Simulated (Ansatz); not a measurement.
## Cu3Hg (built on the sites of a database entry of Li3Hg): following an unstable mode

Which phase does Cu3Hg (built on the sites of a database entry of Li3Hg) fall into along its unstable mode, and how much energy does it gain?

Program: Ansatz 0.2.0. Level of theory: DFT PBE+D3(BJ), scalar-relativistic, plane waves, PAW. Results are calculated unless marked as measured.

This is a report of a sequence of runs, with most program output left out.

The structure was built from a prototype and need not be the compound's stable phase.

## 1. The structure

It takes space group Fm-3m (No. 225, cubic). Conventional cell: a = 6.020 Å, b = 6.020 Å, c = 6.020 Å, α = 90.00°, β = 90.00°, γ = 90.00°. Cu has 4 Cu at 2.61 Å and 4 Hg at 2.61 Å nearest. Nearest to Cu lie 8 Cu at 2.61 Å. Nearest to Hg lie 8 Cu at 2.61 Å. Farther neighbours are not listed.

## 2. Response at finite wavevector

The cell comes from relaxations at this level that are not shown. Stability and thermal properties need the whole zone. Linear response on a 4×4×4 q mesh gives force constants as far as a supercell of that size would.

input.yaml

```yaml
crystal:
  lattice:
    - [0.0, 3.009930578, 3.009930578]
    - [3.009930578, 0.0, 3.009930578]
    - [3.009930578, 3.009930578, 0.0]
  atoms:
    - { symbol: Cu, position: [0.25, 0.25, 0.25] }
    - { symbol: Cu, position: [0.75, 0.75, 0.75] }
    - { symbol: Cu, position: [0.5, 0.5, 0.5] }
    - { symbol: Hg, position: [0.0, 0.0, 0.0] }
kpoints:
  mp_grid: { grid: [12, 12, 12] }
hamiltonian:
  xc: pbe
  dispersion: d3bj
scf:
  occupations: { method: methfessel_paxton, width: 0.2 }
output:
  eigenvalues: true
phonons:
  method: dfpt
  qmesh: [4, 4, 4]
  temperatures: { t_max: 1000, t_step: 50 }
  qpath:
    path:
      - [[0.0, 0.0, 0.0], [0.5, 0.0, 0.5], [0.625, 0.25, 0.625]]
      - [[0.375, 0.375, 0.75], [0.0, 0.0, 0.0], [0.5, 0.5, 0.5], [0.5, 0.25, 0.75], [0.5, 0.0, 0.5]]
    npoints: 10
```

Command:

```
ansatz run input.yaml --threads 8 --pin off --max-ram 14336MiB --backend cpu --events-out ev --progress --plain --runs-dir out
```

It took 17 min on 8 threads of Arm Neoverse V2, shared host; peak memory 8.7 GiB.

This step gave:

```yaml
volume_per_atom: 13.63 Å³
gap_on_the_k_mesh: 0 eV
sum_rule_residual_before_enforcement: 4.62e-5 eV/Å²
lowest_frequency_on_the_path: -35.24 cm⁻¹
point_group: m-3m
highest_frequency_on_the_path_or_at_a_solved_wavevector: 212.9 cm⁻¹
highest_optical_mode_at_the_zone_centre_no_lo_to_term: 193.6 cm⁻¹
lowest_optical_zone_centre_mode: 134 cm⁻¹
lowest_mode_on_the_q_mesh_acoustic_modes_at_gamma_apart: -34.98 cm⁻¹
```

Frequencies (cm⁻¹) solved at each irreducible wavevector; negative means imaginary. Frequencies by wavevector, by row:

| q in reciprocal lattice units | star | mode 1 | mode 2 | mode 3 | mode 4 | mode 10 | mode 11 | mode 12 |
| --- | --- | --- | --- | --- | --- | --- | --- | --- |
| 0 0 0 | 1 | 0 | 0 | 0 | 134 | 193.6 | 193.6 | 193.6 |
| 0 0 0.25 | 8 | 27.6 | 27.6 | 70.7 | 110.6 | 190.2 | 192.7 | 192.7 |
| 0 0 -0.5 | 4 | 38.4 | 38.4 | 79.8 | 96.5 | 183.9 | 188.3 | 188.3 |
| 0 0.25 0.25 | 6 | 36 | 36 | 85.3 | 98.7 | 184.6 | 195.1 | 195.1 |
| 0 0.25 -0.5 | 24 | -14.2 | 38.7 | 78.2 | 109.6 | 191.2 | 198.7 | 204.6 |
| 0 0.25 -0.25 | 12 | -24.1 | 58.2 | 58.4 | 111.1 | 193.5 | 197 | 199.9 |
| 0 -0.5 -0.5 | 3 | -35 | -35 | 112.2 | 122 | 166 | 212.9 | 212.9 |
| 0.25 -0.5 -0.25 | 6 | -18.9 | 64.8 | 64.8 | 94.6 | 195.7 | 195.7 | 200.1 |

Interpolated from a 4×4×4 q mesh. Phonon branches along the path, in cm⁻¹:

| point | branch 1 | branch 2 | branch 3 | branch 4 | branch 9 | branch 10 | branch 11 | branch 12 |
| --- | --- | --- | --- | --- | --- | --- | --- | --- |
| Γ | 0 | 0 | 0 | 134 | 154 | 194 | 194 | 194 |
| halfway | 36 | 36 | 85 | 99 | 179 | 185 | 195 | 195 |
| X | -35 | -35 | 112 | 122 | 163 | 166 | 213 | 213 |
| halfway | -35 | -20 | 107 | 115 | 172 | 173 | 209 | 212 |
| U | -35 | 40 | 92 | 107 | 182 | 186 | 199 | 209 |
| jump to K | -35 | 40 | 92 | 107 | 182 | 186 | 199 | 209 |
| halfway | -16 | 50 | 66 | 104 | 179 | 190 | 194 | 197 |
| Γ | 0 | 0 | 0 | 134 | 154 | 194 | 194 | 194 |
| halfway | 28 | 28 | 71 | 111 | 172 | 190 | 193 | 193 |
| L | 38 | 38 | 80 | 96 | 179 | 184 | 188 | 188 |
| halfway | 7 | 45 | 74 | 109 | 182 | 188 | 198 | 200 |
| W | -19 | 65 | 65 | 95 | 189 | 196 | 196 | 200 |
| halfway | -30 | 9 | 101 | 108 | 177 | 178 | 208 | 208 |
| X | -35 | -35 | 112 | 122 | 163 | 166 | 213 | 213 |

Symmetry leaves 8 wavevectors to solve. The lowest mode among them, the acoustic zeros apart, lies at q = (0, -0.5, -0.5) and is imaginary, 35.0i cm⁻¹, so the energy falls along it.

## 3. The mode frozen in, largest atomic shift 0 Å

The mode followed lies at q = (0, -0.5, -0.5) with frequency 35.0i cm⁻¹ and is 2-fold degenerate, the softest among the wavevectors solved. At small amplitude the distorted cell has space group no. 59 by a symmetry search on the positions. The undistorted cell that holds it gives the zero of energy on the same k mesh.

System of this step: Cu3Hg (built on the sites of a database entry of Li3Hg). Symmetry: Fm-3m, No. 225, cubic system. The conventional cell has a = 6.020 Å, b = 6.020 Å, c = 6.020 Å, α = 90.00°, β = 90.00°, γ = 90.00°. Nearest to Cu lie 4 Cu at 2.61 Å and 4 Hg at 2.61 Å. Nearest to Cu lie 8 Cu at 2.61 Å. Hg has 8 Cu at 2.61 Å nearest. Farther neighbours are not listed.

input.yaml

```yaml
crystal:
  lattice:
    - [0.0, -3.009930578, -3.009930578]
    - [0.0, 3.009930578, -3.009930578]
    - [6.0198611561, 0.0, 0.0]
  atoms:
    - { symbol: Cu, position: [0.0, 0.5, 0.75] }
    - { symbol: Cu, position: [0.5, 0.0, 0.25] }
    - { symbol: Cu, position: [0.0, 0.5, 0.25] }
    - { symbol: Cu, position: [0.5, 0.0, 0.75] }
    - { symbol: Cu, position: [0.5, 0.5, 0.0] }
    - { symbol: Cu, position: [0.0, 0.0, 0.5] }
    - { symbol: Hg, position: [0.0, 0.0, 0.0] }
    - { symbol: Hg, position: [0.5, 0.5, 0.5] }
kpoints:
  mp_grid: { grid: [8, 8, 6] }
hamiltonian:
  xc: pbe
  dispersion: d3bj
scf:
  occupations: { method: methfessel_paxton, width: 0.2 }
output:
  forces: true
  stress: true
  eigenvalues: true
```

The job ended after 4.3 s (8 threads; peak memory 0.97 GiB).

Numbers from this step:

```
pressure                         : 8.81e-4 GPa
energy from the undistorted cell : 0 meV/atom
```

The run ends at a pressure of 0.00 GPa.

## 4. The mode frozen in, largest atomic shift 0.22 Å

The atoms are moved along the unstable eigenvector, the largest shift by 0.22 Å, with the cell fixed.

input.yaml, the sections that differ from step 3:

```yaml
crystal:
  lattice:
    - [0.0, -3.009930578, -3.009930578]
    - [0.0, 3.009930578, -3.009930578]
    - [6.0198611561, 0.0, 0.0]
  atoms:
    - { symbol: Cu, position: [-0.0516834152, 0.5, 0.75] }
    - { symbol: Cu, position: [0.5516834152, 0.0, 0.25] }
    - { symbol: Cu, position: [-0.0516834152, 0.5, 0.25] }
    - { symbol: Cu, position: [0.5516834152, 0.0, 0.75] }
    - { symbol: Cu, position: [0.4684857518, 0.5, 0.0] }
    - { symbol: Cu, position: [0.0315142482, 0.0, 0.5] }
    - { symbol: Hg, position: [0.0501423764, 0.0, 0.0] }
    - { symbol: Hg, position: [0.4498576236, 0.5, 0.5] }
# kpoints, hamiltonian, scf, output: as in step 3
```

It took 8.3 s on 8 threads; peak memory 1.2 GiB.

Numbers from this step:

```
pressure                         : 0.2627 GPa
energy from the undistorted cell : -2.63 meV/atom
```

The energy, extrapolated to zero smearing, is -2.63 meV/atom against the undistorted cell.

The run ends at a pressure of 0.26 GPa, with forces up to 0.099 eV/Å.

## 5. Energy along the mode, all amplitudes (two of the runs are shown above)

An imaginary frequency means negative curvature, so the energy should fall and then rise again as anharmonic terms take over.

Numbers from this step:

```yaml
depth_at_the_lowest_point_sampled: 2.63 meV/atom
largest_atomic_shift_at_that_point: 0.22 Å
```

Energy from the parent against largest atomic shift:

| largest atomic shift (Å) | energy from the parent (meV/atom) |
| --- | --- |
| 0.000 | 0 |
| 0.040 | -0.261 |
| 0.080 | -0.965 |
| 0.140 | -2.32 |
| 0.220 | -2.63 |
| 0.320 | 5.20 |

Displacement at unit largest shift by atom:

| atom | x (Å) | y (Å) | z (Å) | size |
| --- | --- | --- | --- | --- |
| Cu1 | 0.000 | 0.707 | 0.707 | 1.000 |
| Cu2 | 0.000 | -0.707 | -0.707 | 1.000 |
| Cu3 | 0.000 | 0.707 | 0.707 | 1.000 |
| Cu4 | 0.000 | -0.707 | -0.707 | 1.000 |
| Cu5 | 0.000 | 0.431 | 0.431 | 0.610 |
| Cu6 | 0.000 | -0.431 | -0.431 | 0.610 |
| Hg7 | 0.000 | -0.686 | -0.686 | 0.970 |
| Hg8 | 0.000 | 0.686 | 0.686 | 0.970 |

The lowest of the steps tried is at 0.22 Å, 2.63 meV/atom below the parent; the bottom of the well need not coincide with a step.

## 6. Relaxing from the distorted cell

Starting from the lowest point found, all atoms and the cell are let go, so that strain and other modes of the same symmetry can join in.

input.yaml: that of step 4 with these lines changed.

```diff
@@ -25 +25,10 @@
   eigenvalues: true
+  write_density: true
+  write_potential: true
+  elf: true
+  volumetric_format: npy
+relax:
+  adjacent_minimum: "off"
+  f_tol: 0.002
+  max_steps: 120
+  cell: { stress_tol: 0.03 }
```

Run time: 2.4 min. Hardware: 8 threads; peak memory 1.2 GiB; 19 min of CPU time.

Relaxation path:

| step | energy less that of the first step (eV) | largest force component (eV/Å) | pressure (GPa) | volume (Å³) |
| --- | --- | --- | --- | --- |
| 1 | 0.0000 | 0.0817 | 0.26 | 109.08 |
| 2 | -0.0352 | 0.0381 | 0.08 | 109.06 |
| 3 | -0.1156 | 0.1518 | 0.50 | 108.49 |
| 4 | -0.2377 | 0.1983 | -1.50 | 109.66 |
| 5 | -0.0914 | 0.0949 | 6.91 | 103.98 |
| 6 | -0.2286 | 0.1234 | 2.60 | 106.74 |
| 7 | -0.2773 | 0.0688 | -0.28 | 108.60 |
| 8 | -0.2822 | 0.0084 | -0.01 | 108.40 |
| 9 | -0.2822 | 0.0007 | -0.02 | 108.40 |
| 10 | -0.2822 | 0.0005 | 0.00 | 108.39 |
| 11* | -0.2859 | 0.0008 | 0.13 | 108.39 |
| 12 | -0.2863 | 0.0008 | 0.03 | 108.48 |
| 13 | -0.2863 | 0.0003 | 0.00 | 108.51 |
| 14* | -0.2864 | 0.0002 | 0.00 | 108.51 |

Relaxation steps marked * repeat the geometry before them on a plane-wave basis chosen anew for their cell, so energy and pressure can jump there. Relaxation steps 5, 6 were tried and not accepted.

Forces are held to the 8 operations that the run works with; a distortion that breaks them can't arise in this run.

| cell as run | before | after | change |
| --- | --- | --- | --- |
| a (Å) | 4.257 | 4.688 | +10.1 % |
| b (Å) | 4.257 | 4.352 | +2.2 % |
| c (Å) | 6.020 | 5.319 | -11.6 % |
| volume (Å³/atom) | 13.63 | 13.56 | -0.5 % |

The atoms that moved most (Å, as changes of fractional coordinates times the final cell):

| atom | dx | dy | dz | length |
| --- | --- | --- | --- | --- |
| Hg7 | 0.000 | -0.156 | -0.156 | 0.220 |
| Hg8 | 0.000 | 0.156 | 0.156 | 0.220 |
| Cu4 | 0.007 | -0.145 | -0.145 | 0.206 |
| Cu3 | 0.007 | 0.145 | 0.145 | 0.206 |
| Cu1 | -0.007 | 0.145 | 0.145 | 0.206 |
| Cu2 | -0.007 | -0.145 | -0.145 | 0.206 |
| Cu6 | 0.000 | -0.079 | -0.079 | 0.111 |
| Cu5 | 0.000 | 0.079 | 0.079 | 0.111 |

Numbers from this step:

| Quantity | Value |
| --- | --- |
| pressure | -1.00e-4 GPa |
| volume per atom | 13.56 Å³ |

ELF in the ac plane at fractional y = 0.000, with atoms of Cu and Hg within 0.2 Å of it. It is the smooth field of the valence electrons, not physical close to the nuclei.

Ten even steps from '_' (0.15) to '@' (0.86), each cell a mean:
```
++****==::..__________..::--
======--..______..______..::
::::::....____--**==____....
........______++@@##..__....
______________::++--____..__
....________________________
**##::______________..____..
%%%%--______..______..____::
----..______________________
______________..::..________
______..______==@@**..__....
..........____==%%**..__....
------::..____..::..____....
==++++==::..____________..--
**##**==::......____....::==
```
Columns run along a (4.7 Å), rows up along c (5.3 Å). Atoms in or near the plane, at fractional coordinates: Cu at (0.60, 0.25), Cu at (0.60, 0.75), Cu at (0.06, 0.50), Hg at (0.10, 0.00).

Valence density in the ac plane at fractional y = 0.000, with atoms of Cu and Hg within 0.2 Å of it. It is the smooth field of the valence electrons, not physical close to the nuclei.

Ten steps, logarithmic in the rise over the least value, from '0' (0 e/Å³) to '9' (53 e/Å³), each cell a mean:
```
66641000000013
45421002331002
12110026873000
00000037984100
00000026763000
44200002321002
88510000000015
99620000000015
66410001110013
22100014542001
00000027984100
01100027984100
33320014652001
56541001110013
67652000000014
```
Columns run along a (4.7 Å), rows up along c (5.3 Å). Atoms in or near the plane, at fractional coordinates: Cu at (0.60, 0.25), Cu at (0.60, 0.75), Cu at (0.06, 0.50), Hg at (0.10, 0.00).

Electrostatic potential energy in the ac plane at fractional y = 0.000, with atoms of Cu and Hg within 0.2 Å of it. With pseudopotentials it is smooth inside the atoms' cores, unlike the true potential.

Ten even steps from '0' (-37 eV) to '9' (19 eV), each cell a mean:
```
11127999999983
32258985458996
76789961014899
99999940003899
88999961014899
33589996568996
00279999999972
00169999999972
11389998789984
66899973236998
99999950003899
88899950003899
54479973236998
11137998789985
11126999999973
```
Columns run along a (4.7 Å; values clipped at the 3rd and 97th percentile), rows up along c (5.3 Å). Atoms in or near the plane, at fractional coordinates: Cu at (0.60, 0.25), Cu at (0.60, 0.75), Cu at (0.06, 0.50), Hg at (0.10, 0.00).

The distorted start has space group Pmmn; the relaxation ends in Pmmn.

## 7. The new phase in its own primitive cell

The relaxed structure is symmetrised, reduced to its primitive cell and relaxed tightly, as its phonons need.

input.yaml

```yaml
crystal:
  lattice:
    - [4.3516819623, 0.0, 0.0]
    - [0.0, 5.3187869844, 0.0]
    - [0.0, 0.0, 4.6879180404]
  atoms:
    - { symbol: Cu, position: [0.5, 0.251356564, 0.6544631125] }
    - { symbol: Cu, position: [0.0, 0.751356564, 0.3455368875] }
    - { symbol: Cu, position: [0.5, 0.748643436, 0.6544631125] }
    - { symbol: Cu, position: [0.0, 0.248643436, 0.3455368875] }
    - { symbol: Cu, position: [0.5, 0.0, 0.1947524171] }
    - { symbol: Cu, position: [0.0, 0.5, 0.8052475829] }
    - { symbol: Hg, position: [0.0, 0.0, 0.8471572743] }
    - { symbol: Hg, position: [0.5, 0.5, 0.1528427257] }
kpoints:
  mp_grid: { grid: [8, 8, 8] }
hamiltonian:
  xc: pbe
  dispersion: d3bj
scf:
  occupations: { method: methfessel_paxton, width: 0.2 }
output:
  forces: true
  stress: true
  eigenvalues: true
relax:
  adjacent_minimum: "off"
  f_tol: 0.001
  max_steps: 60
  cell: { stress_tol: 0.01 }
```

The job ended after 63 s (8 threads; peak memory 1.4 GiB).

Step by step:

| step | energy less that of the first step (eV) | largest force component (eV/Å) | pressure (GPa) | volume (Å³) |
| --- | --- | --- | --- | --- |
| 1 | 0.0000 | 0.0120 | 0.01 | 108.51 |
| 2 | -0.0008 | 0.0080 | -0.02 | 108.53 |
| 3 | -0.0013 | 0.0076 | 0.07 | 108.47 |
| 4 | -0.0013 | 0.0031 | -0.06 | 108.58 |
| 5 | -0.0013 | 0.0006 | 0.00 | 108.54 |
| 6 | -0.0014 | 0.0004 | 0.00 | 108.53 |
| 7* | -0.0013 | 0.0004 | 0.00 | 108.53 |

Relaxation steps marked * repeat the geometry before them on a plane-wave basis chosen anew for their cell, so energy and pressure can jump there.

The run keeps the 8 symmetry operations that it works with, so distortions that break them were not tested.

| conventional cell, symmetrised | before | after | change |
| --- | --- | --- | --- |
| a (Å) | 4.352 | 4.331 | -0.5 % |
| b (Å) | 5.319 | 5.324 | +0.1 % |
| c (Å) | 4.688 | 4.707 | +0.4 % |
| volume (Å³/atom) | 13.56 | 13.57 | +0.0 % |

Numbers from this step:

| Quantity | Value |
| --- | --- |
| pressure | 9.79e-4 GPa |
| volume per atom | 13.57 Å³ |

The largest force component left is 0.39 meV/Å and the pressure is 0.001 GPa, within the tolerances set. The cell now holds 13.57 Å³/atom.

## 8. Modes of the new phase, k-mesh 8×8×8

A relaxed structure may still be a saddle point, so its zone-centre modes are computed. No field response is asked, since the mesh shows no gap.

input.yaml

```yaml
crystal:
  lattice:
    - [4.3310804569, 0.0, 0.0]
    - [0.0, 5.3237916188, 0.0]
    - [0.0, 0.0, 4.7070152802]
  atoms:
    - { symbol: Cu, position: [0.5, 0.2518889272, 0.6531563401] }
    - { symbol: Cu, position: [0.0, 0.7518889272, 0.3468436599] }
    - { symbol: Cu, position: [0.5, 0.7481110728, 0.6531563401] }
    - { symbol: Cu, position: [0.0, 0.2481110728, 0.3468436599] }
    - { symbol: Cu, position: [0.5, 0.0, 0.195719327] }
    - { symbol: Cu, position: [0.0, 0.5, 0.804280673] }
    - { symbol: Hg, position: [0.0, 0.0, 0.8488588032] }
    - { symbol: Hg, position: [0.5, 0.5, 0.1511411968] }
kpoints:
  mp_grid: { grid: [8, 8, 8] }
hamiltonian:
  xc: pbe
  dispersion: d3bj
scf:
  occupations: { method: methfessel_paxton, width: 0.2 }
output:
  eigenvalues: true
phonons:
  method: dfpt
```

The job ended after 5.2 min (8 threads; peak memory 4.8 GiB).

Numbers from this step:

```yaml
sum_rule_residual_before_enforcement: 2.55e-4 eV/Å²
point_group: mmm
highest_optical_mode_at_the_zone_centre_no_lo_to_term: 216.8 cm⁻¹
lowest_optical_zone_centre_mode: 66.65 cm⁻¹
```

Patterns of degenerate modes are one choice out of their space. Modes at Γ, with each element's share of the kinetic energy:

| mode | frequency (cm⁻¹) | symmetry | Cu % | Hg % |
| --- | --- | --- | --- | --- |
| 1 | 0.0 | acoustic | 49 | 51 |
| 2 | 0.0 | acoustic | 49 | 51 |
| 3 | 0.0 | acoustic | 49 | 51 |
| 4 | 66.7 | B3g | 30 | 70 |
| 5 | 74.2 | B2g | 13 | 87 |
| 6 | 80.1 | Ag | 17 | 83 |
| 7 | 98.5 | B3g | 97 | 3 |
| 8 | 117.4 | Ag | 98 | 2 |
| 9 | 123.1 | B1u | 76 | 24 |
| 10 | 126.9 | B2g | 100 | 0 |
| 11 | 128.1 | Au | 100 | 0 |
| 12 | 129.7 | B2u | 85 | 15 |
| 13 | 137.5 | B2u | 78 | 22 |
| 14 | 140.9 | B3u | 51 | 49 |
| 15 | 161.2 | Ag | 100 | 0 |
| 16 | 169.0 | B3u | 100 | 0 |
| 17 | 170.8 | B3g | 96 | 4 |
| 18 | 178.7 | B1u | 79 | 21 |
| 19 | 181.2 | B1g | 100 | 0 |
| 20 | 195.9 | B1u | 97 | 3 |
| 21 | 200.1 | B2u | 88 | 12 |
| 22 | 201.6 | B3g | 77 | 23 |
| 23 | 210.3 | Ag | 85 | 15 |
| 24 | 216.8 | B2g | 87 | 13 |

Displacements in mode 4 (66.7 cm⁻¹), the largest set to 1:
```
Cu1  0.00  0.28 -0.27
Cu2  0.00 -0.28 -0.27
Cu3  0.00  0.28  0.27
Cu4  0.00 -0.28  0.27
Cu5  0.00 -1.00  0.00
Cu6  0.00  1.00  0.00
Hg7  0.00  0.99  0.00
Hg8  0.00 -0.99  0.00
```

Displacements in mode 16 (169.0 cm⁻¹), the largest set to 1:
```
Cu1 -0.51  0.00  0.00
Cu2 -0.51  0.00  0.00
Cu3 -0.51  0.00  0.00
Cu4 -0.51  0.00  0.00
Cu5  1.00  0.00  0.00
Cu6  1.00  0.00  0.00
Hg7  0.00  0.00  0.00
Hg8  0.00  0.00  0.00
```

Before it was imposed, the acoustic sum rule was missed by 2.5e-4 eV/Å². Small misses are needed for a sound result but don't prove that mesh and cutoff are converged. The lowest optical mode is real, 66.7 cm⁻¹.

## 9. Summary of results

```yaml
unstable_mode_of_the_parent: q = (0, -0.5, -0.5), 35i cm⁻¹
depth_at_the_lowest_point_sampled: 2.63 meV/atom
largest_atomic_shift_at_that_point: 0.22 Å
space_group_reached_within_0p01_a: Pmmn
energy_gained_over_the_parent_first_relaxation_on_the_mesh_of_the_frozen_mode: 38.4 meV/atom
volume_per_atom_phase_reached: 13.6 Å³
lowest_optical_zone_centre_mode_phase_reached: 66.7 cm⁻¹
highest_optical_mode_at_the_zone_centre_no_lo_to_term_phase_reached: 217 cm⁻¹
```

**Reading.** Along this mode the structure falls into Pmmn, 38.4 meV/atom below the parent. At the parent's cell the well is 2.63 meV/atom deep on the steps tried, with its lowest point at a shift of 0.22 Å. Relaxing atoms and cell changes the gain by +35.82 meV/atom against the lowest step (energies at zero smearing). Most of the total comes from this relaxation. The new phase has no imaginary mode at the zone centre of its cell; other wavevectors were not checked. Of the 3 patterns followed to their end from this parent, this one reaches the lowest energy. Each path keeps the symmetry of its pattern, so a lower phase may lie along a pattern not tried. With no gap, or one that is small against the smearing, the frequencies hang on the k mesh and the smearing, most of all near Kohn anomalies. The phonon runs are without spin polarisation, although the cell has an odd electron count. Spin-orbit coupling is left out, which can matter for the heavy elements here. In the phonons the program treats the change of the C6 weights of the dispersion term with coordination only in part. The starting cell was built on a prototype and not taken from a measurement, so the phase need not exist.

[Logs are printed without paths, hosts, clocks, repeated set-up lines and the standing remarks that a program may print on its own settings, such as how far it seeks lower states.]

[Hosts, paths, dates, database ids (printed as entryN), source tags and the programs' standing remarks are cut or masked in the printed files.]
